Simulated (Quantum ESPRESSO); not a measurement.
**CrB2: magnetocrystalline anisotropy**

Aim: the energy of CrB2 with its moments along several crystal axes.

Calculated with Quantum ESPRESSO 7.5; PBEsol; plane waves with PseudoDojo 0.4.1 SR PBEsol standard potentials, then spin–orbit coupling on the fully relativistic files of the same set.

### 1. Set-up

It takes space group P6/mmm (No. 191, hexagonal). Conventional cell: a = 2.970 Å, b = 2.970 Å, c = 3.070 Å, α = 90.00°, β = 90.00°, γ = 120.00°. Nearest to Cr lie 12 B at 2.30 Å. B has 3 B at 1.71 Å and 6 Cr at 2.30 Å nearest. Farther neighbours are not listed.

As a file:

```cif
data_structure
_symmetry_space_group_name_H-M 'P6/mmm'
_symmetry_Int_Tables_number 191
_cell_length_a 2.9700
_cell_length_b 2.9700
_cell_length_c 3.0700
_cell_angle_alpha 90.000
_cell_angle_beta 90.000
_cell_angle_gamma 120.000
_cell_volume 23.45
loop_
_atom_site_label
_atom_site_type_symbol
_atom_site_symmetry_multiplicity
_atom_site_Wyckoff_symbol
_atom_site_fract_x
_atom_site_fract_y
_atom_site_fract_z
_atom_site_occupancy
Cr1 Cr 1 a 0.00000 0.00000 0.00000 1
B1 B 2 d 0.33333 0.66667 0.50000 1
```

The cell comes from the Crystallography Open Database.

### 2. Collinear run on scalar-relativistic files

The input, pw.in:

```
&CONTROL
  calculation = 'scf'
  prefix = 'pwscf'
  outdir = './tmp'
  pseudo_dir = './pseudo'
  disk_io = 'low'
/
&SYSTEM
  ibrav = 0
  celldm(1) = 8
  nat = 3
  ntyp = 2
  ecutwfc = 94
  nbnd = 18
  occupations = 'smearing'
  smearing = 'fd'
  degauss = 0.00367493
  nspin = 2
  starting_magnetization(1) = 0.1786
  starting_magnetization(2) = 0
/
&ELECTRONS
  conv_thr = 6d-11
  electron_maxstep = 150
  mixing_beta = 0.3
/
ATOMIC_SPECIES
Cr     51.9961 Cr.upf
B      10.8100 B.upf
CELL_PARAMETERS alat
   0.7015608237673    0.0000000000000    0.0000000000000
  -0.3507804118837    0.6075694956730    0.0000000000000
   0.0000000000000    0.0000000000000    0.7251824003251
ATOMIC_POSITIONS crystal
Cr      0.0000000000    0.0000000000    0.0000000000
B       0.3333333333    0.6666666667    0.5000000000
B       0.6666666667    0.3333333333    0.5000000000
K_POINTS automatic
10 10 10 0 0 0
```

Run with:

```sh
OMP_NUM_THREADS=1 mpirun -n 4 pw.x -nk 4 -in pw.in > pw.out
```

Log:

```text
Program PWSCF v.7.5 starts

     Message from routine setup:
     using ibrav=0 with symmetry is DISCOURAGED, use correct ibrav instead

     K-points division:     npool     =       4
     Subspace diagonalization in iterative solution of the eigenvalue problem:

     G-vector sticks info
     --------------------
     sticks:   dense  smooth     PW     G-vecs:    dense   smooth      PW
     Sum         823     823    241                19409    19409    3187

     Using Slab Decomposition

     bravais-lattice index     =            0
     lattice parameter (alat)  =       8.0000  a.u.
     unit-cell volume          =     158.2627 (a.u.)^3
     number of atoms/cell      =            3
     number of atomic types    =            2
     number of electrons       =        20.00
     number of Kohn-Sham states=           18
     kinetic-energy cutoff     =      94.0000  Ry
     charge density cutoff     =     376.0000  Ry
     scf convergence threshold =      6.0E-11
     mixing beta               =       0.3000
     number of iterations used =            8  plain     mixing
     Exchange-correlation= PBESOL
                           (   1   4  10   8   0   0   0)

     celldm(1)=   8.000000  celldm(2)=   0.000000  celldm(3)=   0.000000
     celldm(4)=   0.000000  celldm(5)=   0.000000  celldm(6)=   0.000000

     crystal axes: (cart. coord. in units of alat)
               a(1) = (   0.701561   0.000000   0.000000 )
               a(2) = (  -0.350780   0.607569   0.000000 )
               a(3) = (   0.000000   0.000000   0.725182 )

     reciprocal axes: (cart. coord. in units 2 pi/alat)
               b(1) = (  1.425393  0.822951 -0.000000 )
               b(2) = (  0.000000  1.645902  0.000000 )
               b(3) = (  0.000000 -0.000000  1.378963 )

     PseudoPot. # 1 for Cr read from file:
     Cr.upf
     Pseudo is Norm-conserving + core correction, Zval = 14.0
     Generated using ONCVPSP code by D. R. Hamann
     Using radial grid of 1638 points,  6 beta functions with:
                l(1) =   0
                l(2) =   0
                l(3) =   1
                l(4) =   1
                l(5) =   2
                l(6) =   2

     PseudoPot. # 2 for B  read from file:
     B.upf
     Pseudo is Norm-conserving + core correction, Zval =  3.0
     Generated using ONCVPSP code by D. R. Hamann
     Using radial grid of 1534 points,  4 beta functions with:
                l(1) =   0
                l(2) =   0
                l(3) =   1
                l(4) =   1

     atomic species   valence    mass     pseudopotential
     Cr               14.00    51.99610     Cr( 1.00)
     B                 3.00    10.81000     B ( 1.00)

     Starting magnetic structure
     atomic species   magnetization
     Cr              0.179
     B               0.000

     24 Sym. Ops., with inversion, found

   Cartesian axes

     site n.     atom                  positions (alat units)
         1        Cr     tau(   1) = (   0.0000000   0.0000000   0.0000000  )
         2        B      tau(   2) = (  -0.0000000   0.4050463   0.3625912  )
         3        B      tau(   3) = (   0.3507804   0.2025232   0.3625912  )

     number of k points=    84  Fermi-Dirac smearing, width (Ry)=  0.0037
                       cart. coord. in units 2pi/alat
        k(    1) = (   0.0000000   0.0000000   0.0000000), wk =   0.0010000
        k(    2) = (   0.0000000   0.0000000   0.1378963), wk =   0.0020000
        k(    3) = (   0.0000000   0.0000000   0.2757927), wk =   0.0020000
        k(    4) = (   0.0000000   0.0000000   0.4136890), wk =   0.0020000
        k(    5) = (   0.0000000   0.0000000   0.5515854), wk =   0.0020000
        [... 79 further k-points ...]

     Dense  grid:    19409 G-vectors     FFT dimensions: (  36,  36,  36)

     Generating pointlists ...
     new r_m :   0.2242 (alat units)  1.7940 (a.u.) for type    1
     new r_m :   0.1671 (alat units)  1.3367 (a.u.) for type    2

     Initial potential from superposition of free atoms

     starting charge      19.9982, renormalised to      20.0000
     Starting wfcs are   18 randomized atomic wfcs

     Self-consistent Calculation

     iteration #  1     ecut=    94.00 Ry     beta= 0.30
     Davidson diagonalization with overlap
     ethr =  1.00E-02,  avg # of iterations =  4.2

     total energy              =    -188.98676735 Ry
     estimated scf accuracy    <       2.36304355 Ry

     total magnetization       =     1.03 Bohr mag/cell
     absolute magnetization    =     1.09 Bohr mag/cell

     iteration #  2     ecut=    94.00 Ry     beta= 0.30
     Davidson diagonalization with overlap
     ethr =  1.00E-02,  avg # of iterations =  1.9

     total energy              =    -189.49663118 Ry
     estimated scf accuracy    <       0.80857332 Ry

     total magnetization       =     1.76 Bohr mag/cell
     absolute magnetization    =     2.05 Bohr mag/cell

     iteration #  3     ecut=    94.00 Ry     beta= 0.30
     Davidson diagonalization with overlap
     ethr =  4.04E-03,  avg # of iterations =  1.1

     total energy              =    -189.62558675 Ry
     estimated scf accuracy    <       0.02132898 Ry

     total magnetization       =     1.67 Bohr mag/cell
     absolute magnetization    =     1.80 Bohr mag/cell

     [... further iterations left out ...]

     iteration # 14     ecut=    94.00 Ry     beta= 0.30
     Davidson diagonalization with overlap
     ethr =  1.27E-10,  avg # of iterations =  3.2

     total energy              =    -189.63166501 Ry
     estimated scf accuracy    <          4.4E-09 Ry

     total magnetization       =     1.31 Bohr mag/cell
     absolute magnetization    =     1.42 Bohr mag/cell

     iteration # 15     ecut=    94.00 Ry     beta= 0.30
     Davidson diagonalization with overlap
     ethr =  2.22E-11,  avg # of iterations =  2.3

     total energy              =    -189.63166504 Ry
     estimated scf accuracy    <          1.9E-09 Ry

     total magnetization       =     1.31 Bohr mag/cell
     absolute magnetization    =     1.42 Bohr mag/cell

     iteration # 16     ecut=    94.00 Ry     beta= 0.30
     Davidson diagonalization with overlap
     ethr =  9.70E-12,  avg # of iterations =  2.0

     total energy              =    -189.63166504 Ry
     estimated scf accuracy    <          1.1E-10 Ry

     total magnetization       =     1.31 Bohr mag/cell
     absolute magnetization    =     1.42 Bohr mag/cell

     iteration # 17     ecut=    94.00 Ry     beta= 0.30
     Davidson diagonalization with overlap
     ethr =  5.59E-13,  avg # of iterations =  2.1

     Magnetic moment per site  (integrated on atomic sphere of radius R)
     atom   1 (R=0.224)  charge= 11.8045  magn=  1.2472
     atom   2 (R=0.167)  charge=  1.3267  magn= -0.0162
     atom   3 (R=0.167)  charge=  1.3267  magn= -0.0162

     End of self-consistent calculation

     Number of k-points >= 100: set verbosity='high' to print the bands.

     the Fermi energy is    16.4989 ev

!    total energy              =    -189.63166504 Ry
     estimated scf accuracy    <          1.9E-11 Ry
     smearing contrib. (-TS)   =      -0.00118825 Ry
     internal energy E=F+TS    =    -189.63047680 Ry

     The total energy is F=E-TS. E is the sum of the following terms:
     one-electron contribution =     -66.78587886 Ry
     hartree contribution      =      44.72914899 Ry
     xc contribution           =     -31.20776294 Ry
     ewald contribution        =    -136.36598398 Ry

     total magnetization       =     1.31 Bohr mag/cell
     absolute magnetization    =     1.42 Bohr mag/cell

     convergence has been achieved in  17 iterations

=------------------------------------------------------------------------------=
   JOB DONE.
=------------------------------------------------------------------------------=
```

Elapsed: 39 s, on 4 MPI ranks of Arm Neoverse V1, shared host; peak memory 0.35 GiB.

Spin moment in the atom's sphere by atom:

| atom | spin moment in the atom's sphere (μB) |
| --- | --- |
| Cr1 | 1.25 |
| B2 | -0.02 |
| B3 | -0.02 |

Numbers from this step:

```
smearing term TS       : 0.01617 eV
magnetization          : 1.308 μB
absolute magnetization : 1.419 μB
final state            : ferromagnetic
```

### 3. One pass along [001] on 13×13×13

Each pass runs in a folder of its own that holds a copy of a collinear save from that input. The collinear spin density is turned to the axis, and its potential is diagonalised once with spin–orbit coupling on fully relativistic PseudoDojo files; the sums over occupied states, with the smearing term, are then compared.

The input, pass.in:

```
&CONTROL
  calculation = 'nscf'
  prefix = 'pwscf'
  outdir = './tmp'
  pseudo_dir = './pseudo_fr'
  disk_io = 'nowf'
/
&SYSTEM
  ibrav = 0
  celldm(1) = 8
  nat = 3
  ntyp = 2
  ecutwfc = 94
  nbnd = 34
  occupations = 'smearing'
  smearing = 'fd'
  degauss = 0.00367493
  noncolin = .true.
  lspinorb = .true.
  lforcet = .true.
  starting_magnetization(1) = 0.1786
  angle1(1) = 0
  angle2(1) = 0
  starting_magnetization(2) = 0
  angle1(2) = 0
  angle2(2) = 0
/
&ELECTRONS
  conv_thr = 6d-11
  electron_maxstep = 150
  mixing_beta = 0.3
  startingpot = 'file'
  startingwfc = 'random'
  diago_thr_init = 1d-09
  diago_full_acc = .true.
/
ATOMIC_SPECIES
Cr     51.9961 Cr.upf
B      10.8100 B.upf
CELL_PARAMETERS alat
   0.7015608237673    0.0000000000000    0.0000000000000
  -0.3507804118837    0.6075694956730    0.0000000000000
   0.0000000000000    0.0000000000000    0.7251824003251
ATOMIC_POSITIONS crystal
Cr      0.0000000000    0.0000000000    0.0000000000
B       0.3333333333    0.6666666667    0.5000000000
B       0.6666666667    0.3333333333    0.5000000000
K_POINTS automatic
13 13 13 0 0 0
```

Run with:

```sh
OMP_NUM_THREADS=1 mpirun -n 4 pw.x -nk 4 -in pass.in > pass.out
```

Log:

```text
[banner, memory and clock lines left out]
Program PWSCF v.7.5 starts

     Fixed quantization axis for GGA:     0.000000    0.000000    1.000000
     Message from routine setup:
     using ibrav=0 with symmetry is DISCOURAGED, use correct ibrav instead

     bravais-lattice index     =            0
     lattice parameter (alat)  =       8.0000  a.u.
     unit-cell volume          =     158.2627 (a.u.)^3
     number of atoms/cell      =            3
     number of atomic types    =            2
     number of electrons       =        20.00
     number of Kohn-Sham states=           34
     kinetic-energy cutoff     =      94.0000  Ry
     charge density cutoff     =     376.0000  Ry
     Exchange-correlation= PBESOL
                           (   1   4  10   8   0   0   0)
     Noncollinear calculation with spin-orbit

     [... lines left out ...]
     PseudoPot. # 1 for Cr read from file:
     Cr.upf
     Pseudo is Norm-conserving + core correction, Zval = 14.0

     PseudoPot. # 2 for B  read from file:
     B.upf
     Pseudo is Norm-conserving + core correction, Zval =  3.0

     atomic species   valence    mass     pseudopotential
     Cr               14.00    51.99610     Cr( 1.00)
     B                 3.00    10.81000     B ( 1.00)

     24 Sym. Ops., with inversion, found

   Cartesian axes

     site n.     atom                  positions (alat units)
         1        Cr     tau(   1) = (   0.0000000   0.0000000   0.0000000  )
         2        B      tau(   2) = (  -0.0000000   0.4050463   0.3625912  )
         3        B      tau(   3) = (   0.3507804   0.2025232   0.3625912  )

     number of k points=   147  Fermi-Dirac smearing, width (Ry)=  0.0037

     Number of k-points >= 100: set verbosity='high' to print them.

     Dense  grid:    19409 G-vectors     FFT dimensions: (  36,  36,  36)

     Generating pointlists ...
     new r_m :   0.2242 (alat units)  1.7940 (a.u.) for type    1
     new r_m :   0.1671 (alat units)  1.3367 (a.u.) for type    2
     Message from routine read_rhog:
     some spin components not found

 -----------
Spin angles Theta, Phi (degree) =   0.0000  0.0000
 -----------

     The potential is recalculated from file :
     [... lines left out ...]
     Starting wfcs are random

     Band Structure Calculation
     Davidson diagonalization with overlap

     ethr =  1.00E-09,  avg # of iterations = 41.2

     End of band structure calculation

     Number of k-points >= 100: set verbosity='high' to print the bands.

     the Fermi energy is    16.5077 ev
     (compare with:    16.4989 eV, computed in scf)
```

Wall time 1.7 min (4 MPI ranks); peak memory 0.28 GiB; 6.9 min of CPU time.

### 4. One pass along [100] on 13×13×13

Changes to pass.in since step 3:

```diff
@@ -21,6 +21,6 @@
   starting_magnetization(1) = 0.1786
-  angle1(1) = 0
+  angle1(1) = 90
   angle2(1) = 0
   starting_magnetization(2) = 0
-  angle1(2) = 0
+  angle1(2) = 90
   angle2(2) = 0
```

Log:

```text
     [... lines left out ...]
Program PWSCF v.7.5 starts
     [... lines left out ...]
     number of atoms/cell      =            3
     [... lines left out ...]
     number of electrons       =        20.00
     number of Kohn-Sham states=           34
     kinetic-energy cutoff     =      94.0000  Ry
     charge density cutoff     =     376.0000  Ry
     [... lines left out ...]
     Noncollinear calculation with spin-orbit
     [... lines left out ...]
      8 Sym. Ops., with inversion, found
     [... lines left out ...]
     number of k points=   343  Fermi-Dirac smearing, width (Ry)=  0.0037
     [... lines left out ...]
Spin angles Theta, Phi (degree) =  90.0000  0.0000
     [... lines left out ...]
     the Fermi energy is    16.5079 ev
     (compare with:    16.4989 eV, computed in scf)
```

The job ended after 3.9 min (4 MPI ranks; peak memory 0.28 GiB; 16 min of CPU time).

### 5. One pass along [210] on 13×13×13

Changes to pass.in since step 4:

```diff
@@ -22,6 +22,6 @@
   angle1(1) = 90
-  angle2(1) = 0
+  angle2(1) = 30
   starting_magnetization(2) = 0
   angle1(2) = 90
-  angle2(2) = 0
+  angle2(2) = 30
 /
```

Log:

```text
     [... lines left out ...]
Program PWSCF v.7.5 starts
     [... lines left out ...]
     number of atoms/cell      =            3
     [... lines left out ...]
     number of electrons       =        20.00
     number of Kohn-Sham states=           34
     kinetic-energy cutoff     =      94.0000  Ry
     charge density cutoff     =     376.0000  Ry
     [... lines left out ...]
     Noncollinear calculation with spin-orbit
     [... lines left out ...]
      8 Sym. Ops., with inversion, found
     [... lines left out ...]
     number of k points=   343  Fermi-Dirac smearing, width (Ry)=  0.0037
     [... lines left out ...]
Spin angles Theta, Phi (degree) =  90.0000 30.0000
     [... lines left out ...]
     the Fermi energy is    16.5079 ev
     (compare with:    16.4989 eV, computed in scf)
```

It took 4 min on 4 MPI ranks; peak memory 0.28 GiB.

### 6. The smearing term

The sum of energies times occupations is what pw.x prints as eband (for fewer than 100 k points). With Fermi–Dirac smearing the quantity to compare holds −TS as well, computed here from the energies and weights in the run's XML file (meV a cell, from the first axis, mesh 13×13×13):

| axis | plain sum | −TS | free energy |
| --- | --- | --- | --- |
| [001] | 0.0000 | 0.0000 | 0.0000 |
| [100] | 0.1506 | -0.0314 | 0.1192 |
| [210] | 0.1506 | -0.0314 | 0.1192 |

### 7. Side by side

A pass yields neither state nor moment: for the force theorem these columns are the collinear run's. Anisotropy, by row:

| way | mesh | axis | state | energy less the first axis' (meV a primitive cell) | largest spin moment (μB) | CPU time (s) |
| --- | --- | --- | --- | --- | --- | --- |
| force theorem | 13x13x13 | [001] | ferromagnetic | 0 | 1.247 | 411.5 |
| force theorem | 13x13x13 | [100] | ferromagnetic | 0.1192 | 1.247 | 944.5 |
| force theorem | 13x13x13 | [210] | ferromagnetic | 0.1192 | 1.247 | 949.2 |

### 8. What came out

```
state                                         : ferromagnetic
largest spin moment                           : 1.25 μB
easy axis of those tried, on this mesh        : not resolved
energy along [100] less [001] (force theorem) : 0.119 meV a primitive cell, 0.81 MJ/m³
```

What this shows: On 13×13×13, leaving out the smearing term would shift a difference by 0.031 meV, against 0.12 meV for the largest. Differences this small usually change with the mesh, so the easy axis is taken as not resolved. One mesh cannot show that the size is converged, and with itinerant moments even the sign can change with the mesh. Shape anisotropy is not included. The moments were started parallel in the primitive cell; if the crystal orders otherwise, its anisotropy is another.

[Logs and program files are shortened in this print: banners, set-up blocks, solver, clock and traceback lines can be left out without a mark of their own.]

[Logs are printed without paths, hosts, clocks, repeated set-up lines and the standing remarks that a program may print on its own settings, such as how far it seeks lower states.]

[Hosts, paths, dates, database ids (printed as entryN), source tags and the programs' standing remarks are cut or masked in the printed files.]

[Where a cell is said to come from a database of computed structures, the database is the Materials Project.]
